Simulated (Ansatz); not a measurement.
## Bands, cutoff and cost in G0W0 for AlGaAs2 (zincblende [001] superlattice)

Wanted: a G0W0 gap for AlGaAs2 (zincblende [001] superlattice) that is converged in bands and cutoff, or an estimate of the limit.

Main program and level: Ansatz 0.2.0; G0W0 on PBEsol, plane waves, PAW.

### Step 1. The starting structure

The cell holds 16 atoms: 4 Ga, 8 As and 4 Al. Its edges and angles: a = 4.012 Å, b = 4.012 Å, c = 22.617 Å, α = 90.0°, β = 90.0°, γ = 90.0°. It derives from GaAs. Regions: GaAs, 8 atoms (4 Ga and 4 As); AlAs, 8 atoms (4 Al and 4 As). The structure's axis is c.

Coordinates:

```cif
data_structure
_symmetry_space_group_name_H-M 'P 1'
_symmetry_Int_Tables_number 1
_cell_length_a 4.0121
_cell_length_b 4.0121
_cell_length_c 22.6170
_cell_angle_alpha 90.000
_cell_angle_beta 90.000
_cell_angle_gamma 90.000
_cell_volume 364.06
loop_
_atom_site_label
_atom_site_type_symbol
_atom_site_fract_x
_atom_site_fract_y
_atom_site_fract_z
_atom_site_occupancy
Ga1 Ga 0.00000 0.00000 0.03152 1
As2 As 0.50000 0.00000 0.09385 1
Ga3 Ga 0.50000 0.50000 0.15615 1
As4 As 0.00000 0.50000 0.21847 1
Ga5 Ga 0.00000 0.00000 0.28080 1
As6 As 0.50000 0.00000 0.34310 1
Ga7 Ga 0.50000 0.50000 0.40543 1
As8 As 0.00000 0.50000 0.46797 1
Al9 Al 0.00000 0.00000 0.53045 1
As10 As 0.50000 0.00000 0.59311 1
Al11 Al 0.50000 0.50000 0.65579 1
As12 As 0.00000 0.50000 0.71848 1
Al13 Al 0.00000 0.00000 0.78116 1
As14 As 0.50000 0.00000 0.84384 1
Al15 Al 0.50000 0.50000 0.90650 1
As16 As 0.00000 0.50000 0.96898 1
```

The structure was relaxed with PBEsol. The runs that relaxed it are not among those shown. The default PAW set here is soft_1. Its files were made with PBE; for other functionals the partial waves and projectors stay those of PBE.

### Step 2. 274 empty bands, screening to 48 eV

Now the one-shot GW correction: screening in the RPA, then the self-energy of the levels asked for.

input.yaml reads:

```yaml
crystal:
  lattice:
    - [4.0120568347, 0.0, 0.0]
    - [0.0, 4.0120657245, 0.0]
    - [0.0, 0.0, 22.6169602797]
  atoms:
    - { symbol: Ga, position: [0.0, 0.0, 0.0315181048] }
    - { symbol: As, position: [0.5, 0.0, 0.0938475488] }
    - { symbol: Ga, position: [0.5, 0.5, 0.1561486765] }
    - { symbol: As, position: [0.0, 0.5, 0.2184741997] }
    - { symbol: Ga, position: [0.0, 0.0, 0.2807996335] }
    - { symbol: As, position: [0.5, 0.0, 0.3431016581] }
    - { symbol: Ga, position: [0.5, 0.5, 0.4054318278] }
    - { symbol: As, position: [0.0, 0.5, 0.4679745625] }
    - { symbol: Al, position: [0.0, 0.0, 0.530448847] }
    - { symbol: As, position: [0.5, 0.0, 0.5931129802] }
    - { symbol: Al, position: [0.5, 0.5, 0.6557939602] }
    - { symbol: As, position: [0.0, 0.5, 0.718476722] }
    - { symbol: Al, position: [0.0, 0.0, 0.7811591182] }
    - { symbol: As, position: [0.5, 0.0, 0.8438399161] }
    - { symbol: Al, position: [0.5, 0.5, 0.906503132] }
    - { symbol: As, position: [0.0, 0.5, 0.9689765207] }
kpoints:
  mp_grid: { grid: [4, 4, 2] }
hamiltonian:
  xc: pbesol
  pseudopotentials: { kind: paw, azcp: { folder: "./paw" } }
scf:
  occupations: { method: fixed }
gw:
  n_empty_bands: 274
  ecut_chi: 48
  qp_bands: [v4, c4]
  qp_kpoints: band_edges
  screening: { model: contour_deformation }
```

Command:

```sh
$ ansatz run input.yaml --threads 3 --pin off --max-ram 92160MiB --backend cuda --events-out ev --progress --plain --runs-dir out --devices 1 --max-vram 13GiB
```

Numbers of over 12 decimals in the logs are rounded to 6 here.

What it wrote:

```text
Warning: the atoms were moved onto the symmetric positions of the space group found under crystal.symmetry.tolerance 1.0e-5 (fractional; no operation is sought that the atoms, as they stand in a round, miss by more than twice it, and no atom is moved by as much as it), and the run uses the moved positions. Before a round's move an operation carried an atom to 5.92e-5 Å from where it should land, the largest such dist [...]
Warning: <dir> the record states the generating functional pbe (its physics header spells it `PBE`), which answers neither for hamiltonian.xc's functional nor for the pbesol family's — results may be inconsistent (PPs are generated against a specific XC)
Warning: <dir> the record states the generating functional pbe (its physics header spells it `PBE`), which answers neither for hamiltonian.xc's functional nor for the pbesol family's — results may be inconsistent (PPs are generated against a specific XC)
Warning: <dir> the record states the generating functional pbe (its physics header spells it `PBE`), which answers neither for hamiltonian.xc's functional nor for the pbesol family's — results may be inconsistent (PPs are generated against a specific XC)
GPUs: using 1 of 1 available (devices: 1).
Engine: ansatz 0.2.0, x86_64-unknown-linux-gnu
Pseudopotentials: kind: paw
Pseudopotential: Ga, paw, valence charge 13, recommended cutoff 420 eV (normal), <dir>
Pseudopotential: As, paw, valence charge 15, recommended cutoff 420 eV (normal), <dir>
Pseudopotential: Al, paw, valence charge 3, recommended cutoff 420 eV (normal), <dir>
Functional definition: PBEsol
  exchange = pbesol_x
  correlation = pbesol_c
device memory: the entry about to start is reckoned to put 5.2 GiB on a device that reports 21.6 GiB free (of which the cap on the GPU budget leaves the run 13.0 GiB)
GPU FFT provider: cuFFT
GPU libraries: cuBLAS 13.8.2, cuFFT 12.4.0, cuSOLVER 12.3.4
Crystal: 16 atoms, lattice volume = 364.057 Å³
Basis set: ecut = 420 eV, 7107 PW (Γ)
Bands: 111, of which v1, the nominal top of the filled ones, is band 92 counted from 1 (91 counted from 0)
Symmetry: 8 space group operations
Space group: P-4m2 (ITA 115), of the structure as read, at distance tolerance 7.1e-5 Å
k-points: 12 of 32
Non-local potential: Ga, projectors of the file, l = 0: 2, l = 1: 2, l = 2: 3, l = 3: 1
Non-local potential: As, projectors of the file, l = 0: 2, l = 1: 2, l = 2: 3, l = 3: 1
Non-local potential: Al, projectors of the file, l = 0: 2, l = 1: 2, l = 2: 1
PAW form: soft (Blöchl's): semilocal exchange-correlation on the pseudo side does not see the compensation charge
PAW frozen core: Ga, regenerated for the run's functional, and the local potential with it (the file was generated under x = pbe(κ = 0.804, μ = 0.219515), c = pbe(β = 0.066725))
PAW frozen core: As, regenerated for the run's functional, and the local potential with it (the file was generated under x = pbe(κ = 0.804, μ = 0.219515), c = pbe(β = 0.066725))
PAW frozen core: Al, regenerated for the run's functional, and the local potential with it (the file was generated under x = pbe(κ = 0.804, μ = 0.219515), c = pbe(β = 0.066725))
PAW one-centre angular grid: Ga, 590 points (default); XC on 64 Gauss nodes
PAW one-centre angular grid: As, 590 points (default); XC on 64 Gauss nodes
PAW one-centre angular grid: Al, 110 points (default); XC on 64 Gauss nodes
Initial density: superposition of atomic densities (chi_scale 0.1, normalization cell, long waves kept (reshape's long-wave potential 0.74 eV rms))
Initial wavefunctions: pseudopotential atomic-orbital guess
GPU buffer pool allocated for 116640 grid points (all kernels)
GPU transforms: local potential and band sums: pruned to the plane-wave sphere, on 27×27×160
Functional: x = pbesol(κ = 0.804, μ = 0.123457), c = pbesol(β = 0.046)
SCF iter   1: F=—  HF=-55582.441501 eV  |F-HF|=—  |Δ(HF+E_count)|=         —  Δρ=4.17e-2  dr2=7.68e0  ethr=3.10e-3  ⟨swp⟩=4.6  Hψ=4167  notcnv=0  defer=184
preconditioner: auto → Resta (q_TF=auto, 2.435 Å⁻¹)  ε∞=3.4  [insulator: Δε(μ)=0.738 eV  Ē_g=12.944 eV  n_scr=96 (ndim 8)  ℏωp=19.8 eV  f_vac=0.000  ε∞_Penn≈3.4]
SCF iter   2: F=—  HF=-55581.360236 eV  |F-HF|=—  |Δ(HF+E_count)|=    1.08e0  Δρ=2.30e-2  dr2=2.07e0  ethr=3.10e-3  ⟨swp⟩=2.2  Hψ=1629  notcnv=0  defer=181
SCF iter   3: F=—  HF=-55580.996853 eV  |F-HF|=—  |Δ(HF+E_count)|=   3.63e-1  Δρ=1.09e-2  dr2=7.64e-1  ethr=1.12e-3  ⟨swp⟩=2.0  Hψ=1588  notcnv=0  defer=190
SCF iter   4: F=—  HF=-55580.878053 eV  |F-HF|=—  |Δ(HF+E_count)|=   1.19e-1  Δρ=1.79e-3  dr2=1.43e-2  ethr=4.15e-4  ⟨swp⟩=2.7  Hψ=1397  notcnv=0  defer=202
SCF iter   5: F=—  HF=-55580.884054 eV  |F-HF|=—  |Δ(HF+E_count)|=   6.00e-3  Δρ=7.05e-4  dr2=4.67e-3  ethr=7.75e-6  ⟨swp⟩=2.3  Hψ=2678  notcnv=0  defer=204
SCF iter   6: F=—  HF=-55580.882809 eV  |F-HF|=—  |Δ(HF+E_count)|=   1.25e-3  Δρ=2.16e-4  dr2=2.09e-4  ethr=2.54e-6  ⟨swp⟩=2.1  Hψ=2254  notcnv=0  defer=204
SCF iter   7: F=—  HF=-55580.883013 eV  |F-HF|=—  |Δ(HF+E_count)|=   2.04e-4  Δρ=1.36e-4  dr2=5.69e-5  ethr=1.13e-7  ⟨swp⟩=2.0  Hψ=2245  notcnv=0  defer=194
SCF iter   8: F=—  HF=-55580.882992 eV  |F-HF|=—  |Δ(HF+E_count)|=   2.06e-5  Δρ=3.64e-5  dr2=4.65e-6  ethr=3.09e-8  ⟨swp⟩=2.0  Hψ=2320  notcnv=0  defer=145
[...]
device memory: the entry about to start is reckoned to put 6.1 GiB (of the 6.3 GiB reckoned in all, the device holds 0.2 GiB already) on a device that reports 21.2 GiB free (of which the cap on the GPU budget leaves the run 12.8 GiB)
NSCF: frozen V_eff on 12 k-points
the band table was solved once the SCF had ended and its energy, with any forces and stress, was formed, with the checks that follow a solve (5029 applications of the Hamiltonian). They found nothing against the state; the energy, forces and stress were not computed again (output.eigenvalues in the input reference)
device memory: the entry about to start is reckoned to put 6.7 GiB on a device that reports 21.4 GiB free (of which the cap on the GPU budget leaves the run 13.0 GiB)
NSCF: frozen V_eff on 12 k-points
G₀W₀ screening: q 1/12
[... further progress lines ...]
SCF converged after 11 iterations
Free energy (F): -55580.882996 eV
Harris-Foulkes:  -55580.882996 eV  (|F-HF|=2.98e-9)
Internal energy: -55580.882996 eV  (E = F + TS)
E sigma→0 (E₀):  -55580.882996 eV
Fermi energy:    6.902140 eV
--- Per-component energies (eV) ---
  E_band       = -2420.216041
  E_kinetic    = 1322.973430
  E_local      = -33432.449294  (includes V_loc(G=0)·N_el)
  E_nonlocal   = -3463.023531
  E_hartree    = 18317.409860
  E_xc         = -960.838785
  E_vxc        = -931.703453  (∫ρ·V_xc dr)
  E_paw        = -25405.886935  (= ΣΔE_a)
  E_vpaw       = -2550.849272  (= ΣTr[D̂ρ^β])
  E_aug_tail   = -0.001055  (compensation charges beyond the density's cutoff)
  E_ewald      = -11970.326600
  E_core_change = 11.259914  (= ΣΔE_core)
  E_smearing   = -0.000000  (= −TS)
  E_closure    = 0.000000  (closes the sum)
  Σ components = -55580.882996   (vs F -55580.882996, Δ=0.00e0)
--- Band table (eV; the first three rows and the last of 12) ---
  k-point 0: bands = [... 88 lower, 6.2802, 6.8687, 6.9021, 6.9021, 7.9135, 8.0899, 8.3537, 8.4880, ... 15 higher]
  k-point 1: bands = [... 88 lower, 6.5442, 6.5442, 6.8319, 6.8319, 8.0597, 8.3142, 8.3943, 8.6291, ... 15 higher]
  k-point 2: bands = [... 88 lower, 6.2800, 6.2890, 6.3059, 6.6766, 8.6499, 8.6951, 8.8533, 9.0968, ... 15 higher]
  k-point 11: bands = [... 88 lower, 4.2935, 4.3093, 4.3128, 4.3213, 8.2936, 8.3506, 8.6350, 8.6642, ... 15 higher]
--- G₀W₀: contour deformation, 6 samples at zero and on the imaginary axis and 1 off it, 32 q-points, 274 empty bands' worth ---
  eigenvalues of the whole cell's RPA ε∞ on this k-mesh (on a slab, of 1 + 4πα/V) = 13.1909, 17.7544, 17.7544; static W/v taken at q = 0 is 0.032781
  gw.qp_kpoints: band_edges: 8 of 12 stored k-points solved, in 1 pass; an edge of the gap read off the rows below is read off those points alone
    valence top: of the k-points left out ik 7 came nearest to being solved in a further pass, in band 92 (counted from 1, as in the quasiparticle table): it holds the edge there only if its correction is more favourable than any solved in that band by at least 1.014 eV; those differ by 0.226 eV
    conduction bottom: of the k-points left out ik 6 came nearest to being solved in a further pass, in band 93 (counted from 1, as in the quasiparticle table): it holds the edge there only if its correction is more favourable than any solved in that band by at least 0.975 eV; those differ by 0.540 eV
    ik  band        ε_KS         Σx   Σc(E_QP)       V_xc       Z   E_QP_lin       E_QP  E_QP is
     0    89      6.2802   -15.9548     1.7876   -14.1134  0.7650     6.2264     6.2264  root
     0    90      6.8687   -15.7919     1.1293   -14.7173  0.7776     6.9234     6.9234  root
     0    91      6.9021   -16.5088     1.6029   -14.9109  0.7731     6.9073     6.9073  root
     0    92      6.9021   -16.5088     1.6029   -14.9109  0.7731     6.9073     6.9073  root
     0    93      7.9135   -10.6531    -2.9796   -14.4719  0.7856     8.7623     8.7527  root
     0    94      8.0899    -6.3459    -3.5099   -10.2384  0.7838     8.4746     8.4724  root
     0    95      8.3537    -6.6628    -3.5474   -10.5792  0.7831     8.7247     8.7227  root
     0    96      8.4880    -7.0338    -3.5372   -10.9373  0.7859     8.8563     8.8543  root
     1    89      6.5442   -15.9235     1.7342   -14.1549  0.7688     6.5098     6.5098  root
     1    90      6.5442   -15.9235     1.7342   -14.1549  0.7688     6.5098     6.5098  root
     1    91      6.8319   -16.5032     1.5995   -14.9034  0.7722     6.8316     6.8316  root
     1    92      6.8319   -16.5032     1.5995   -14.9034  0.7722     6.8316     6.8316  root
     1    93      8.0597    -5.7777    -3.5535    -9.6523  0.7834     8.3823     8.3807  root
     1    94      8.3142    -9.1628    -3.1050   -12.8867  0.7824     8.9387     8.9331  root
     1    95      8.3943    -8.1755    -3.3077   -11.9500  0.7847     8.8642     8.8611  root
     1    96      8.6291    -7.9420    -3.4466   -11.8850  0.7809     9.1295     9.1256  root
     2    89      6.2800   -16.1324     1.8350   -14.2495  0.7654     6.2321     6.2321  root
     2    90      6.2890   -15.7739     1.5431   -14.2106  0.7705     6.2688     6.2688  root
     2    91      6.3059   -15.8256     1.5300   -14.2774  0.7707     6.2877     6.2877  root
     2    92      6.6766   -16.5114     1.7089   -14.7966  0.7704     6.6707     6.6707  root
     2    93      8.6499    -9.1712    -3.3556   -13.2220  0.7817     9.3525     9.3450  root
     2    94      8.6951    -9.5224    -3.3323   -13.5856  0.7812     9.4343     9.4259  root
     2    95      8.8533    -6.6948    -3.6470   -10.7743  0.7801     9.2888     9.2857  root
     2    96      9.0968    -7.4377    -3.6576   -11.5857  0.7780     9.5917     9.5873  root
[...]
11    89      4.2935   -15.2303     2.3044   -12.7767  0.7405     4.1437     4.1443  root
    11    90      4.3093   -15.0984     2.3309   -12.5616  0.7405     4.1023     4.1034  root
    11    91      4.3128   -15.2227     2.3083   -12.7591  0.7401     4.1569     4.1575  root
    11    92      4.3213   -15.0805     2.3343   -12.5255  0.7410     4.0994     4.1006  root
    11    93      8.2936    -5.9212    -3.4507    -9.6892  0.7847     8.6124     8.6109  root
    11    94      8.3506    -5.9525    -3.4657    -9.7290  0.7845     8.6629     8.6615  root
    11    95      8.6350    -6.7384    -3.4623   -10.5193  0.7881     8.9550     8.9535  root
    11    96      8.6642    -6.7085    -3.4728   -10.4971  0.7874     8.9815     8.9801  root
```

Run time: 63 s. Hardware: 1 × NVIDIA H100 80GB HBM3 (shared by 6 runs) with 3 threads of AMD EPYC 7R13 (Zen 3), shared host; peak memory 2 GiB.

The column dr2 measures how far the density is from self-consistency, as an energy; F and HF (Harris–Foulkes) agree once it is small.

This step gave:

* bands summed: 366
* RPA ε∞ on this mesh (eigenvalues): 13.19, 17.75, 17.75
* plane waves in the screening matrix: 285
* q-points in the mesh: 32
* G0W0 gap on the mesh: 1.457 eV
* k of the valence top: 0, 0, 0
* k of the conduction bottom: 0, 0, -0.5
* starting gap on the mesh: 1.011 eV
* Z at the valence top: 0.7776
* Z at the conduction bottom: 0.7834
* least direct G0W0 gap on the computed points: 1.549 eV

The gap on the mesh goes from 1.01 eV to 1.46 eV, a correction of +0.45 eV, though a band edge has moved to another state.

### Step 3. 1086 empty bands, screening to 120 eV

Bands and screening cutoff are moved together, since each hides the error of the other.

Changes to input.yaml since step 2:

```diff
@@ -30,4 +30,4 @@
 gw:
-  n_empty_bands: 274
-  ecut_chi: 48
+  n_empty_bands: 1086
+  ecut_chi: 120.0
   qp_bands: [v4, c4]
```

What it wrote:

```text
[...]
GPUs: using 1 of 1 available (devices: 1).
[...]
GPU FFT provider: cuFFT
GPU libraries: cuBLAS 13.8.2, cuFFT 12.4.0, cuSOLVER 12.3.4
Crystal: 16 atoms, lattice volume = 364.057 Å³
Basis set: ecut = 420 eV, 7107 PW (Γ)
Bands: 111, of which v1, the nominal top of the filled ones, is band 92 counted from 1 (91 counted from 0)
[... 1 set-up line as in the run before ...]
[...]
k-points: 12 of 32
[...]
GPU buffer pool allocated for 116640 grid points (all kernels)
[...]
SCF iter   1: F=—  HF=-55582.441501 eV  |F-HF|=—  |Δ(HF+E_count)|=         —  Δρ=4.17e-2  dr2=7.68e0  ethr=3.10e-3  ⟨swp⟩=4.6  Hψ=4167  notcnv=0  defer=184
[...]
SCF iter  11: F=-55580.882996 eV  HF=-55580.882996 eV  |F-HF|=2.98e-9  |Δ(HF+E_count)|=   2.04e-8  Δρ=1.67e-6  dr2=1.92e-8  ethr=4.32e-11  ⟨swp⟩=3.0  Hψ=3360  notcnv=0
SCF 1 converged in 11 iterations: F = -55580.882996 eV  dr2 = 1.92e-8
[...]
NSCF: frozen V_eff on 12 k-points
[...]
G₀W₀ screening: q 1/12
[... further progress lines ...]
SCF converged after 11 iterations
Free energy (F): -55580.882996 eV
[...]
Internal energy: -55580.882996 eV  (E = F + TS)
E sigma→0 (E₀):  -55580.882996 eV
Fermi energy:    6.902140 eV
[...]
--- Band table (eV; the first three rows and the last of 12) ---
  k-point 0: bands = [... 88 lower, 6.2802, 6.8687, 6.9021, 6.9021, 7.9135, 8.0899, 8.3537, 8.4880, ... 15 higher]
  k-point 1: bands = [... 88 lower, 6.5442, 6.5442, 6.8319, 6.8319, 8.0597, 8.3142, 8.3943, 8.6291, ... 15 higher]
  k-point 2: bands = [... 88 lower, 6.2800, 6.2890, 6.3059, 6.6766, 8.6499, 8.6951, 8.8533, 9.0968, ... 15 higher]
  k-point 11: bands = [... 88 lower, 4.2935, 4.3093, 4.3128, 4.3213, 8.2936, 8.3506, 8.6350, 8.6642, ... 15 higher]
[...]
0    89      6.2802   -15.9548     1.3285   -14.1134  0.7610     5.7627     5.7673  root
     0    90      6.8687   -15.7919     0.6263   -14.7173  0.7726     6.4182     6.4203  root
     0    91      6.9021   -16.5088     1.1095   -14.9109  0.7683     6.4105     6.4138  root
     0    92      6.9021   -16.5088     1.1095   -14.9109  0.7683     6.4105     6.4138  root
     0    93      7.9135   -10.6531    -3.4494   -14.4719  0.7834     8.2843     8.2829  root
     0    94      8.0899    -6.3459    -3.7461   -10.2384  0.7830     8.2365     8.2362  root
     0    95      8.3537    -6.6628    -3.7942   -10.5792  0.7823     8.4761     8.4758  root
     0    96      8.4880    -7.0338    -3.7928   -10.9373  0.7852     8.5989     8.5986  root
[...]
11    93      8.2936    -5.9212    -3.6742    -9.6892  0.7839     8.3875     8.3873  root
    11    94      8.3506    -5.9525    -3.6835    -9.7290  0.7837     8.4438     8.4436  root
    11    95      8.6350    -6.7384    -3.7042   -10.5193  0.7875     8.7118     8.7117  root
    11    96      8.6642    -6.7085    -3.7114   -10.4971  0.7867     8.7415     8.7414  root
```

Elapsed: 3.3 min, on 1 × NVIDIA H100 80GB HBM3 (shared by 6 runs) with 3 threads; peak memory 5.2 GiB; 4.4 min of CPU time.

Numbers from this step:

```yaml
bands_summed: 1178
rpa_eps_infinity_on_this_mesh_eigenvalues: 12.91, 17.34, 17.34
plane_waves_in_the_screening_matrix: 1069
q_points_in_the_mesh: 32
g0w0_gap_on_the_mesh: 1.751 eV
k_of_the_valence_top: 0, 0, 0
k_of_the_conduction_bottom: 0, 0, -0.5
starting_gap_on_the_mesh: 1.011 eV
z_at_the_valence_top: 0.7726
z_at_the_conduction_bottom: 0.7828
least_direct_g0w0_gap_on_the_computed_points: 1.816 eV
```

Against the run with 4×4×2 mesh, 274 empty bands, screening to 48 eV, the gap moves by +0.29 eV.

### Step 4. Convergence and cost

Times are wall times on 1 × NVIDIA H100 80GB HBM3 (shared by 6 runs) with 3 threads of AMD EPYC 7R13 (Zen 3), shared host. The host was busy with other work, so they are no guide to cost.

| mesh | files | frequency | bands summed | cutoff (eV) | start (eV) | G0W0 (eV) | time | host memory (GiB) |
| --- | --- | --- | --- | --- | --- | --- | --- | --- |
| 4×4×2 | default PAW | contour deformation | 366 | 48 | 1.011 | 1.457 | 63 s | 2.0 |
| 4×4×2 | default PAW | contour deformation | 1178 | 120 | 1.011 | 1.751 | 3.3 min | 5.2 |

The parts of the quasiparticle energy at the two band edges (eV; QP = start + Σx + Σc − Vxc):

| run | edge | start | Σx | Σc | Vxc | Z | QP |
| --- | --- | --- | --- | --- | --- | --- | --- |
| 366 bands | valence top | 6.87 | -15.79 | 1.13 | -14.72 | 0.78 | 6.92 |
| 366 bands | conduction bottom | 8.06 | -5.78 | -3.55 | -9.65 | 0.78 | 8.38 |
| 1178 bands | valence top | 6.87 | -15.79 | 0.63 | -14.72 | 0.77 | 6.42 |
| 1178 bands | conduction bottom | 8.06 | -5.78 | -3.76 | -9.65 | 0.78 | 8.17 |

 Where G0W0 reorders the edges (366 bands and 1178 bands), the two states listed lie further apart at the start than the starting gap.

### Step 5. Outcome

| Quantity | Value |
| --- | --- |
| 366 bands, 48 eV | 1.457 eV |
| 1178 bands, 120 eV | 1.751 eV |
| estimated limit in bands and cutoff | 1.88 eV |
| mesh and start | 4×4×2, PBEsol |

What this shows: A line in one over the bands through the two rungs gives 1.88 eV, +0.13 eV from the top rung; with two points alone it is an unchecked estimate. The rungs stand 0.43 eV (366 bands) and 0.13 eV (1178 bands) from it. From 366 to 1178 bands the gap moves by +0.29 eV while the time grows 3.1-fold. Σc changes by −0.50 eV at the valence top and −0.21 eV at the conduction bottom, so the valence edge carries most of the change. The 4×4×2 mesh is coarse for this cell (its supercell is 16 Å along the shortest edge). The RPA ε∞ on it, from the PBEsol start, is 12.91 and 17.34; such meshes misread the long-range screening, most where the gap is narrow. The many-body steps are scalar-relativistic: spin-orbit coupling is not in them.

[Paths, hosts, dates, memory and timing lines, banners, echoed tables and standing remarks are left out of the program output.]

[Logs are printed without paths, hosts, clocks, repeated set-up lines and the standing remarks that a program may print on its own settings, such as how far it seeks lower states.]

[Runs of the session that timed out or met a known fault of the program may be left out.]

[Cells called generated may have been cut or substituted from an entry of the Crystallography Open Database or the Materials Project.]

[Hosts, paths, dates, database ids (printed as entryN), source tags and the programs' standing remarks are cut or masked in the printed files.]
